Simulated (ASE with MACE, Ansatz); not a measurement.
# Σ9 (114)[1-10] symmetric tilt boundary in Al (88 atoms): boundary energy

What is the boundary energy of this cell, counted against the bulk crystal, and how far does it hang on functional and mesh?

Calculated with Ansatz 0.2.0: Kohn-Sham DFT, PBE, PAW (set soft_2), plane waves; cutoff 420 eV, fermi-dirac smearing of 0.1 eV. Cutoffs: 420 eV for PBE and PBEsol; 500 eV for r2SCAN.

**The cells**

The cell holds 88 atoms: 88 Al. Its edges and angles: a = 5.713 Å, b = 14.844 Å, c = 21.586 Å, α = 90.0°, β = 90.0°, γ = 125.3°. It derives from Al. The starting structure: Two grains of Al, one the mirror image of the other in the boundary plane, two boundaries a cell; of 6 trial joints (lateral shifts, openings, close atoms taken out) the lowest after a short relaxation with the MACE-MP-0b2 potential was kept (shift [0.5, 0.5] of the surface cell, opening 1.00 Å, one of each pair under 2.00 Å removed), then its atoms and the cell's length along the normal were relaxed with that potential. Lattice constants are starting values near those of PBE.

The bulk reference is Al4 in a cell of 4 atoms, 16.485 Å³ an atom.

The input of the single point on the relaxed cell:

```yaml
crystal:
  lattice:
    - [5.71342, 0.0, 0.0]
    - [-8.57013, 12.12, 0.0]
    - [0.0, 0.0, 21.58559]
  atoms:
    - { symbol: Al, position: [0.27962, 0.18578, 0.99518] }
    - { symbol: Al, position: [0.0144, 0.84222, 0.02222] }
    - { symbol: Al, position: [0.20182, 0.46689, 0.02256] }
    - { symbol: Al, position: [0.32283, 0.04818, 0.06818] }
    [... 82 atom lines left out ...]
    - { symbol: Al, position: [0.90223, 0.93553, 0.52223] }
    - { symbol: Al, position: [0.13713, 0.59205, 0.49521] }
kpoints:
  mp_grid: { grid: [8, 3, 2] }
hamiltonian:
  xc: pbe
scf:
  occupations: { method: fermi_dirac, width: 0.1 }
output:
  forces: true
  stress: true
  populations: true
  dos:
    method: { smearing: { sigma: 0.08 } }
    de: 0.1
    projected:
      site_lists:
        Al: [Al]
        lower_grain: [... 44 sites ...]
        upper_grain: [... 44 sites ...]
  eigenvalues: true
  write_density: true
  write_potential: true
  volumetric_format: npy
```

```
                                            cell  formula                    k-mesh  relaxation steps  gain on relaxing (eV)  free energy, PBE (eV)  time of its runs on this page
Sigma9 (114)[1-10] symmetric tilt boundary in Al     Al88  8×3×2 (relaxed on 5×2×1)                 3                   0.13             -47296.870                           50 s
                                         bulk Al      Al4                  14×14×14                 -                      -              -2150.040                           12 s
```

**Boundary energy**

The excess is the cell's free energy less 22 times that of the bulk cell. It is divided by twice the area, as the cell holds two boundaries, so the value is their mean, and they need not be alike (69.25 Å²), with 1 eV/Å² = 16.022 J/m².

| level | k-mesh | excess (eV) | boundary energy (J/m²) | per area (meV/Å²) |
| --- | --- | --- | --- | --- |
| PBE | 8×3×2 | 4.001 | 0.463 | 28.9 |
| PBE, denser mesh | 10×4×2 | 3.968 | 0.459 | 28.7 |
| r2SCAN | 8×3×2 | 5.336 | 0.617 | 38.5 |
| PBEsol | 8×3×2 | 4.385 | 0.507 | 31.7 |

Worked for the first row at PBE: (-47296.870) − 22 × (-2150.040) = 4.001 eV (from unrounded energies).

Then 4.001 / (2 × 69.25) × 16.022 = 0.463 J/m².

**Neighbours**

Bonds by pair of elements; cutoffs follow the first minimum of g(r), held within bounds set by covalent radii, and pairs that aren't listed don't count as bonded:

```
pair A-B  cutoff (Å)  bonds  mean length (Å)  spread (Å)  shortest (Å)  B about A  A about B
   Al-Al        3.27    496             2.86        0.08          2.69       11.3       11.3
```

How many atoms have how many bonded neighbours:

```
element  mean  10  11  12
     Al  11.3  24  16  48
```

**Findings**

At PBE the boundary energy is 0.46 J/m². At the same geometries the levels give 0.46 (PBE) to 0.62 J/m² (r2SCAN) and the denser mesh leaves it within 0.01 J/m². Relaxing the atoms lowered it by 0.016 J/m² from the start (on the 5×2×1 mesh of the relaxation), and the farthest atom moved 0.12 Å. By these cutoffs 40 of 88 Al atoms differ from the commonest count of 12.

Limits: The cell edges were held, so the lattice is the typed one for every functional, and the length along the normal is the one that the machine-learned potential gave. Cell and bulk are sampled on unlike meshes, and the error grows with the number of atoms subtracted. These are free energies under a smearing of 0.1 eV, whose entropy term isn't removed. The joint was picked among a few trials by a machine-learned potential, and a lower one may exist. In some runs the program notes that positions were snapped to a detected symmetry.

[Logs are printed without paths, hosts, clocks, repeated set-up lines and the standing remarks that a program may print on its own settings, such as how far it seeks lower states.]

[Hosts, paths, dates, database ids (printed as entryN), source tags and the programs' standing remarks are cut or masked in the printed files.]
